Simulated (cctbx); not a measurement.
# Symmetry from intensities

Cell: a = 3.5890 Å, b = 11.4920 Å, c = 17.6140 Å, α = 90.00°, β = 90.00°, γ = 90.00°. Expected content of the cell: Cd4 Co16 S16 O8.

The data are simulated with cctbx, not measured: Cu Kα, λ = 1.54184 Å, to d = 0.8 Å, 80 % of the full sphere, strongest reflection 40000 counts, noise from counting, a 3 % proportional error and a noise floor of 2 counts (s.d.); no absorption.

A first pass over the reflections prints:

```text
4790 reflections to d = 0.800 A
centring   violations  <I/sigma> of those
    A       1044 of  2391      7.9
    B       1044 of  2389      7.9
    C          0 of  2402      0.0
    I       1068 of  2381      7.7
    R       1474 of  3191      8.5
    F       1044 of  3591      5.2
Laue class    unique    Rint  (classes that these axes allow; Friedel mates merged)
C 1 2/m 1         787   0.027
C 2/m 1 1         865   0.027
C m m m           476   0.029
space group    extra absences  I>4sigma  <I/sigma>
C 2 2 21               19          0       0.2  acentric
C 2 2 2                 0          0         -  acentric
C m m 2                 0          0         -  acentric
C m c 21               66          0      -0.0  acentric
C 2 m m                 0          0         -  acentric
C m 2 m                 0          0         -  acentric
C 2 c m                66          0      -0.0  acentric
C m c m                66          0      -0.0  centric
C m m m                 0          0         -  centric
Wilson B = 1.41 A^2   <|E^2-1|> = 0.824 (0.968 centric, 0.736 acentric)   E^2>4: 2.2 %
shell (A)         n   <I/sigma>
17.62 - 1.60     73     36.5
 1.60 - 1.27     61     36.6
 1.27 - 1.11     62     39.8
 1.11 - 1.01     53     32.7
 1.01 - 0.94     55     33.9
 0.94 - 0.88     52     29.8
 0.88 - 0.84     62     32.5
 0.84 - 0.80     58     25.5
```

**Question.** What are the lattice type, the Laue class and the likely space group?

The reflections that C centring forbids are absent (⟨I/σ⟩ near 0), so the lattice is C.

Rint stays low (0.027 to 0.029) up to C m m m, the highest class in these axes.

9 settings pass the absence test. The most absences obeyed, 66, belong to C m c 21, C 2 c m and C m c m, which absences can't tell apart.

⟨|E²−1|⟩ = 0.824 lies between the two ideal values. The Wilson B of 1.41 Å² means U ≈ 0.0179 Å².

The true group is Cmcm (no. 63), Laue class mmm, centrosymmetric. The tables only narrow the choice to the tied entries; cell content, site symmetry and trial solutions must settle it.

The model was made for the exercise: a known structure type with other elements put in, its volume estimated, not relaxed; displacement parameters are assumed.

[Logs are printed without paths, hosts, clocks, repeated set-up lines and the standing remarks that a program may print on its own settings, such as how far it seeks lower states.]
